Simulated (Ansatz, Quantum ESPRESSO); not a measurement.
# Ballistic transmission: vacuum gap of 6.0 Å between two Au(100) faces, part 2 of 3

How well does the junction conduct in the ballistic limit? It is: vacuum gap of 6.0 Å between two Au(100) faces.

Quantum ESPRESSO 7.5; plane-wave DFT, PBE, JTH PAW pseudopotentials; cross-check by Ansatz 0.2.0 with PAW datasets.

So far. Step 2 (Ground state): The run needed 17 iterations to bring the estimated error under 1e-07 Ry; the largest force on any atom, held or free, is 0.12 eV/Å.

## (3) The open system

Level of this step: transmission by pwcond, lead and junction from one cell; plane-wave DFT, PBE, JTH PAW pseudopotentials (Quantum ESPRESSO).

prefixt takes both regions from one run: the lead from 0 to bdl, the scattering region from bdl to bds (units of alat). ikind = 1 puts the same lead on both sides. The program's T_tot counts both spins in a run without spin; the tables below give T per spin.

The input, cond.in:

```
&inputcond
  outdir = './out'
  prefixt = 'scf'
  tran_file = 'cond.dat'
  bdl = 2.8284271247
  bds = 9.8130142511
  ikind = 1
  ewind = 4.0
  epsproj = 1e-05
  nz1 = 7
  energy0 = 0.4
  denergy = -0.4
/
21
  0.00000000 0.00000000 0.01000000
  0.00000000 0.10000000 0.04000000
  0.00000000 0.20000000 0.04000000
  0.00000000 0.30000000 0.04000000
  0.00000000 0.40000000 0.04000000
  0.00000000 0.50000000 0.02000000
  0.10000000 0.10000000 0.04000000
  0.10000000 0.20000000 0.08000000
  0.10000000 0.30000000 0.08000000
  0.10000000 0.40000000 0.08000000
  0.10000000 0.50000000 0.04000000
  0.20000000 0.20000000 0.04000000
  0.20000000 0.30000000 0.08000000
  0.20000000 0.40000000 0.08000000
  0.20000000 0.50000000 0.04000000
  0.30000000 0.30000000 0.04000000
  0.30000000 0.40000000 0.08000000
  0.30000000 0.50000000 0.04000000
  0.40000000 0.40000000 0.04000000
  0.40000000 0.50000000 0.04000000
  0.50000000 0.50000000 0.01000000
3
```

Launch:

```
> OMP_NUM_THREADS=1 mpirun -n 4 pwcond.x -in cond.in > cond.out
```

Log:

```text
[banner, memory and clock lines left out]
Program PWCOND v.7.5 starts

          URL

     ./out/scf.save/
     file Au.GGA_PBE-JTH.UPF: wavefunction(s)  6S 0S 6P 0P 5D 0D renormalized

     IMPORTANT: XC functional enforced from input :
     Exchange-correlation= PBE
                           (   1   4   3   4   0   0   0)
     Any further DFT definition will be discarded
     Please, verify this is what you really want

     Reading collected, re-writing distributed wavefunctions

===== INPUT FILE containing all the regions =====

     GEOMETRY:

     lattice parameter (alat)  =       5.5721  a.u.
     the volume                =    1697.7049 (a.u.)^3
     the cross section         =      31.0484 (a.u.)^2
     l of the unit cell        =       9.8130 (alat)
     number of atoms/cell      =           12
     number of atomic types    =            1

     crystal axes: (cart. coord. in units of alat)
               a(1) = (  1.0000  0.0000  0.0000 )
               a(2) = (  0.0000  1.0000  0.0000 )
               a(3) = (  0.0000  0.0000  9.8130 )

   Cartesian axes

     site n.     atom                  positions (alat units)
          1        Au     tau(  1)=(  0.0000  0.0000  9.8130  )
          2        Au     tau(  2)=(  0.5000  0.5000  0.7071  )
          3        Au     tau(  3)=(  0.0000  0.0000  1.4142  )
          4        Au     tau(  4)=(  0.5000  0.5000  2.1213  )
          5        Au     tau(  5)=(  0.0000  0.0000  2.8284  )
          6        Au     tau(  6)=(  0.5000  0.5000  3.5355  )
          7        Au     tau(  7)=(  0.0000  0.0000  5.5704  )
          8        Au     tau(  8)=(  0.5000  0.5000  6.2775  )
          9        Au     tau(  9)=(  0.0000  0.0000  6.9846  )
         10        Au     tau( 10)=(  0.5000  0.5000  7.6917  )
         11        Au     tau( 11)=(  0.0000  0.0000  8.3988  )
         12        Au     tau( 12)=(  0.5000  0.5000  9.1059  )

     nr1s                      =           24
     nr2s                      =           24
     nr3s                      =          240
     nr1sx                     =           24
     nr2sx                     =           24
     nr3sx                     =          240
     nr1                       =           36
     nr2                       =           36
     nr3                       =          360
     nr1x                      =           36
     nr2x                      =           36
     nr3x                      =          360

 _______________________________
  Radii of nonlocal spheres:

     type       ibeta     ang. mom.          radius (alat units)
       Au         1         0                    0.4551
       Au         2         0                    0.4551
       Au         3         1                    0.4551
       Au         4         1                    0.4551
       Au         5         2                    0.4551
       Au         6         2                    0.4551
----- General information -----

--- T calc. with identical leads (ikind=1) ---

     nrx                       =           24
     nry                       =           24
     nz1                       =            7

     energy0               =         4.0E-01
     denergy               =        -4.0E-01
     nenergy               =          3
     ecut2d                =         4.5E+01
     ewind                 =         4.0E+00
     epsproj               =         1.0E-05

     number of k_|| points=   21
                       cryst. coord.
        k(    1) = (   0.0000000   0.0000000), wk =   0.0100000
        k(    2) = (   0.0000000   0.1000000), wk =   0.0400000
        k(    3) = (   0.0000000   0.2000000), wk =   0.0400000
        k(    4) = (   0.0000000   0.3000000), wk =   0.0400000
        k(    5) = (   0.0000000   0.4000000), wk =   0.0400000
        k(    6) = (   0.0000000   0.5000000), wk =   0.0200000
        k(    7) = (   0.1000000   0.1000000), wk =   0.0400000
        k(    8) = (   0.1000000   0.2000000), wk =   0.0800000
        k(    9) = (   0.1000000   0.3000000), wk =   0.0800000
        k(   10) = (   0.1000000   0.4000000), wk =   0.0800000
        k(   11) = (   0.1000000   0.5000000), wk =   0.0400000
        k(   12) = (   0.2000000   0.2000000), wk =   0.0400000
        k(   13) = (   0.2000000   0.3000000), wk =   0.0800000
        k(   14) = (   0.2000000   0.4000000), wk =   0.0800000
        k(   15) = (   0.2000000   0.5000000), wk =   0.0400000
        k(   16) = (   0.3000000   0.3000000), wk =   0.0400000
        k(   17) = (   0.3000000   0.4000000), wk =   0.0800000
        k(   18) = (   0.3000000   0.5000000), wk =   0.0400000
        k(   19) = (   0.4000000   0.4000000), wk =   0.0400000
        k(   20) = (   0.4000000   0.5000000), wk =   0.0400000
        k(   21) = (   0.5000000   0.5000000), wk =   0.0100000
----- Information about left/right lead -----

     nocros                   =           18
     noins                    =           54
     norb                     =           90
     norbf                    =          162
     nrz                      =           69

      iorb      type   ibeta   ang. mom.   m       position (alat)
        1        1       1        0        1   taunew(   1)=(  0.0000  0.0000  0.0000)
        2        1       2        0        1   taunew(   2)=(  0.0000  0.0000  0.0000)
        3        1       3        1        1   taunew(   3)=(  0.0000  0.0000  0.0000)
        4        1       3        1        2   taunew(   4)=(  0.0000  0.0000  0.0000)
        5        1       3        1        3   taunew(   5)=(  0.0000  0.0000  0.0000)
        6        1       4        1        1   taunew(   6)=(  0.0000  0.0000  0.0000)
        7        1       4        1        2   taunew(   7)=(  0.0000  0.0000  0.0000)
        8        1       4        1        3   taunew(   8)=(  0.0000  0.0000  0.0000)
        9        1       5        2        1   taunew(   9)=(  0.0000  0.0000  0.0000)
       10        1       5        2        2   taunew(  10)=(  0.0000  0.0000  0.0000)
       11        1       5        2        3   taunew(  11)=(  0.0000  0.0000  0.0000)
       12        1       5        2        4   taunew(  12)=(  0.0000  0.0000  0.0000)
       13        1       5        2        5   taunew(  13)=(  0.0000  0.0000  0.0000)
       14        1       6        2        1   taunew(  14)=(  0.0000  0.0000  0.0000)
       15        1       6        2        2   taunew(  15)=(  0.0000  0.0000  0.0000)
       16        1       6        2        3   taunew(  16)=(  0.0000  0.0000  0.0000)
       17        1       6        2        4   taunew(  17)=(  0.0000  0.0000  0.0000)
       18        1       6        2        5   taunew(  18)=(  0.0000  0.0000  0.0000)
[...]
107        1       6        2        4   taunew( 107)=(  0.5000  0.5000  4.8633)
      108        1       6        2        5   taunew( 108)=(  0.5000  0.5000  4.8633)
      109        1       1        0        1   taunew( 109)=(  0.0000  0.0000  5.5704)
      110        1       2        0        1   taunew( 110)=(  0.0000  0.0000  5.5704)
      111        1       3        1        1   taunew( 111)=(  0.0000  0.0000  5.5704)
      112        1       3        1        2   taunew( 112)=(  0.0000  0.0000  5.5704)
      113        1       3        1        3   taunew( 113)=(  0.0000  0.0000  5.5704)
      114        1       4        1        1   taunew( 114)=(  0.0000  0.0000  5.5704)
      115        1       4        1        2   taunew( 115)=(  0.0000  0.0000  5.5704)
      116        1       4        1        3   taunew( 116)=(  0.0000  0.0000  5.5704)
      117        1       5        2        1   taunew( 117)=(  0.0000  0.0000  5.5704)
      118        1       5        2        2   taunew( 118)=(  0.0000  0.0000  5.5704)
      119        1       5        2        3   taunew( 119)=(  0.0000  0.0000  5.5704)
      120        1       5        2        4   taunew( 120)=(  0.0000  0.0000  5.5704)
      121        1       5        2        5   taunew( 121)=(  0.0000  0.0000  5.5704)
      122        1       6        2        1   taunew( 122)=(  0.0000  0.0000  5.5704)
      123        1       6        2        2   taunew( 123)=(  0.0000  0.0000  5.5704)
      124        1       6        2        3   taunew( 124)=(  0.0000  0.0000  5.5704)
      125        1       6        2        4   taunew( 125)=(  0.0000  0.0000  5.5704)
      126        1       6        2        5   taunew( 126)=(  0.0000  0.0000  5.5704)
      127        1       1        0        1   taunew( 127)=(  0.5000  0.5000  6.2775)
      128        1       2        0        1   taunew( 128)=(  0.5000  0.5000  6.2775)
      129        1       3        1        1   taunew( 129)=(  0.5000  0.5000  6.2775)
      130        1       3        1        2   taunew( 130)=(  0.5000  0.5000  6.2775)
      131        1       3        1        3   taunew( 131)=(  0.5000  0.5000  6.2775)
      132        1       4        1        1   taunew( 132)=(  0.5000  0.5000  6.2775)
      133        1       4        1        2   taunew( 133)=(  0.5000  0.5000  6.2775)
      134        1       4        1        3   taunew( 134)=(  0.5000  0.5000  6.2775)
      135        1       5        2        1   taunew( 135)=(  0.5000  0.5000  6.2775)
      136        1       5        2        2   taunew( 136)=(  0.5000  0.5000  6.2775)
      137        1       5        2        3   taunew( 137)=(  0.5000  0.5000  6.2775)
      138        1       5        2        4   taunew( 138)=(  0.5000  0.5000  6.2775)
      139        1       5        2        5   taunew( 139)=(  0.5000  0.5000  6.2775)
      140        1       6        2        1   taunew( 140)=(  0.5000  0.5000  6.2775)
      141        1       6        2        2   taunew( 141)=(  0.5000  0.5000  6.2775)
      142        1       6        2        3   taunew( 142)=(  0.5000  0.5000  6.2775)
      143        1       6        2        4   taunew( 143)=(  0.5000  0.5000  6.2775)
      144        1       6        2        5   taunew( 144)=(  0.5000  0.5000  6.2775)
      145        1       1        0        1   taunew( 145)=(  0.0000  0.0000  6.9846)
      146        1       2        0        1   taunew( 146)=(  0.0000  0.0000  6.9846)
      147        1       3        1        1   taunew( 147)=(  0.0000  0.0000  6.9846)
      148        1       3        1        2   taunew( 148)=(  0.0000  0.0000  6.9846)
      149        1       3        1        3   taunew( 149)=(  0.0000  0.0000  6.9846)
      150        1       4        1        1   taunew( 150)=(  0.0000  0.0000  6.9846)
      151        1       4        1        2   taunew( 151)=(  0.0000  0.0000  6.9846)
      152        1       4        1        3   taunew( 152)=(  0.0000  0.0000  6.9846)
      153        1       5        2        1   taunew( 153)=(  0.0000  0.0000  6.9846)
      154        1       5        2        2   taunew( 154)=(  0.0000  0.0000  6.9846)
      155        1       5        2        3   taunew( 155)=(  0.0000  0.0000  6.9846)
      156        1       5        2        4   taunew( 156)=(  0.0000  0.0000  6.9846)
      157        1       5        2        5   taunew( 157)=(  0.0000  0.0000  6.9846)
      158        1       6        2        1   taunew( 158)=(  0.0000  0.0000  6.9846)
      159        1       6        2        2   taunew( 159)=(  0.0000  0.0000  6.9846)
      160        1       6        2        3   taunew( 160)=(  0.0000  0.0000  6.9846)
      161        1       6        2        4   taunew( 161)=(  0.0000  0.0000  6.9846)
      162        1       6        2        5   taunew( 162)=(  0.0000  0.0000  6.9846)
 ngper, shell number =          109          18
 ngper, n2d =          109          55
---  E-Ef =    0.4000000  k =    0.0000000   0.0000000
---  ie =          1  ik =          1
 Nchannels of the left tip =            1
 Right moving states:
   k1(2pi/a)   k2(2pi/a)   E-Ef (eV)
  -0.2066244  -0.0000195   0.4000000
 Left moving states:
   k1(2pi/a)   k2(2pi/a)   E-Ef (eV)
   0.2066244  -0.0000195   0.4000000

 to transmit
 Band j to band i transmissions and reflections:
    j         i     |T_ij|^2    |R_ij|^2

    1 -->     1     0.06033     0.93967
   Total T_j, R_j =    0.06033  0.93967

E-Ef(ev), T(x2 spins) =    0.4000000   0.1206627
---  E-Ef =    0.0000000  k =    0.0000000   0.0000000
---  ie =          2  ik =          1
 Nchannels of the left tip =            1
 Right moving states:
   k1(2pi/a)   k2(2pi/a)   E-Ef (eV)
  -0.2637152  -0.0000195   0.0000000
 Left moving states:
   k1(2pi/a)   k2(2pi/a)   E-Ef (eV)
   0.2637152  -0.0000195   0.0000000

 to transmit
 Band j to band i transmissions and reflections:
    j         i     |T_ij|^2    |R_ij|^2

    1 -->     1     0.03367     0.96633
   Total T_j, R_j =    0.03367  0.96633

E-Ef(ev), T(x2 spins) =    0.0000000   0.0673343
---  E-Ef =   -0.4000000  k =    0.0000000   0.0000000
---  ie =          3  ik =          1
 Nchannels of the left tip =            1
 Right moving states:
   k1(2pi/a)   k2(2pi/a)   E-Ef (eV)
  -0.3184439  -0.0000196  -0.4000000
 Left moving states:
   k1(2pi/a)   k2(2pi/a)   E-Ef (eV)
   0.3184439  -0.0000196  -0.4000000

 to transmit
 Band j to band i transmissions and reflections:
    j         i     |T_ij|^2    |R_ij|^2

    1 -->     1     0.02068     0.97932
   Total T_j, R_j =    0.02068  0.97932

E-Ef(ev), T(x2 spins) =   -0.4000000   0.0413590
 ngper, shell number =          110          57
 ngper, n2d =          110          57
[... further energies and points left out ...]
---  E-Ef =    0.4000000  k =    0.5000000   0.5000000
---  ie =          1  ik =         21
 Nchannels of the left tip =            0
 Right moving states:
   k1(2pi/a)   k2(2pi/a)   E-Ef (eV)
 Left moving states:
   k1(2pi/a)   k2(2pi/a)   E-Ef (eV)

 to transmit
          E-Ef(ev), T =    0.4000000   0.0000000
---  E-Ef =    0.0000000  k =    0.5000000   0.5000000
---  ie =          2  ik =         21
 Nchannels of the left tip =            0
 Right moving states:
   k1(2pi/a)   k2(2pi/a)   E-Ef (eV)
 Left moving states:
   k1(2pi/a)   k2(2pi/a)   E-Ef (eV)

 to transmit
          E-Ef(ev), T =    0.0000000   0.0000000
---  E-Ef =   -0.4000000  k =    0.5000000   0.5000000
---  ie =          3  ik =         21
 Nchannels of the left tip =            0
 Right moving states:
   k1(2pi/a)   k2(2pi/a)   E-Ef (eV)
 Left moving states:
   k1(2pi/a)   k2(2pi/a)   E-Ef (eV)

 to transmit
          E-Ef(ev), T =   -0.4000000   0.0000000
   T_tot     0.40000      0.11756E-01
   T_tot     0.00000      0.82718E-02
   T_tot    -0.40000      0.59884E-02

Note: The following floating-point exceptions are signalling: IEEE_UNDERFLOW_FLAG IEEE_DENORMAL
Note: The following floating-point exceptions are signalling: IEEE_UNDERFLOW_FLAG IEEE_DENORMAL
Note: The following floating-point exceptions are signalling: IEEE_UNDERFLOW_FLAG IEEE_DENORMAL
Note: The following floating-point exceptions are signalling: IEEE_UNDERFLOW_FLAG IEEE_DENORMAL
```

It took 62 s on 4 MPI ranks of Intel Xeon 6975P-C (Granite Rapids), shared host; peak memory 0.75 GiB; 4.1 min of CPU time.

Read from the output:

* lead channels at the Fermi level, one spin: 0.89
* transmission at the Fermi level, one spin: 0.004136
* conductance: 0.004136 G₀

Per spin; mean over the k mesh across the current. Table of open channels, zone mean by energy, zero at the Fermi level:

| energy (eV) | open channels, zone mean |
| --- | --- |
| -0.400 | 0.85 |
| 0.000 | 0.89 |
| 0.400 | 0.97 |

Per spin; mean over the k mesh across the current. The transmission, zone mean by energy, zero at the Fermi level:

| energy (eV) | transmission, zone mean |
| --- | --- |
| -0.400 | 0.00299 |
| 0.000 | 0.00414 |
| 0.400 | 0.00588 |

At 0.000 eV; k in fractions of b1, b2. Transmission by k point:

| k1 | k2 | weight | t | channels |
| --- | --- | --- | --- | --- |
| 0 | 0 | 0.01 | 0.03367 | 1 |
| 0 | 0.1 | 0.04 | 0.02338 | 1 |
| 0 | 0.2 | 0.04 | 0.01086 | 1 |
| 0 | 0.3 | 0.04 | 0.004803 | 1 |
| 0 | 0.4 | 0.04 | 0.001824 | 1 |
| 0 | 0.5 | 0.02 | 0 | 0 |
| 0.1 | 0.1 | 0.04 | 0.01642 | 1 |
| 0.1 | 0.2 | 0.08 | 0.0081 | 1 |
| 0.1 | 0.3 | 0.08 | 0.003699 | 1 |
| 0.1 | 0.4 | 0.08 | 0.001407 | 1 |
| 0.1 | 0.5 | 0.04 | 1.49e-5 | 2 |
| 0.2 | 0.2 | 0.04 | 0.004269 | 1 |
| 0.2 | 0.3 | 0.08 | 0.002013 | 1 |
| 0.2 | 0.4 | 0.08 | 7.27e-4 | 1 |
| 0.2 | 0.5 | 0.04 | 0 | 0 |
| 0.3 | 0.3 | 0.04 | 9.14e-4 | 1 |
| 0.3 | 0.4 | 0.08 | 2.71e-4 | 1 |
| 0.3 | 0.5 | 0.04 | 0 | 0 |
| 0.4 | 0.4 | 0.04 | 6.53e-5 | 1 |
| 0.4 | 0.5 | 0.04 | 0 | 0 |
| 0.5 | 0.5 | 0.01 | 0 | 0 |

The program's own clock; routines nest. Time by routine:

| routine | wall time (s) | calls |
| --- | --- | --- |
| PWCOND | 61.03 | 1 |
| scatter_forw | 51.1 | 126 |
| local | 3.9 | 21 |
| compbs | 3.05 | 63 |
| compbs_2 | 2.62 | 63 |
| init | 2.44 | 1 |
| poten | 0.76 | 1 |

At no point does T exceed the number of channels.

(Continued in part 3 of 3.)

[Logs are printed without paths, hosts, clocks, repeated set-up lines and the standing remarks that a program may print on its own settings, such as how far it seeks lower states.]

[Hosts, paths, dates, database ids (printed as entryN), source tags and the programs' standing remarks are cut or masked in the printed files.]

[Maps of the electrostatic potential energy from Ansatz leave out the sawtooth potential of an applied field or a dipole correction, so their vacuum need not be flat; planar profiles and work functions include it.]
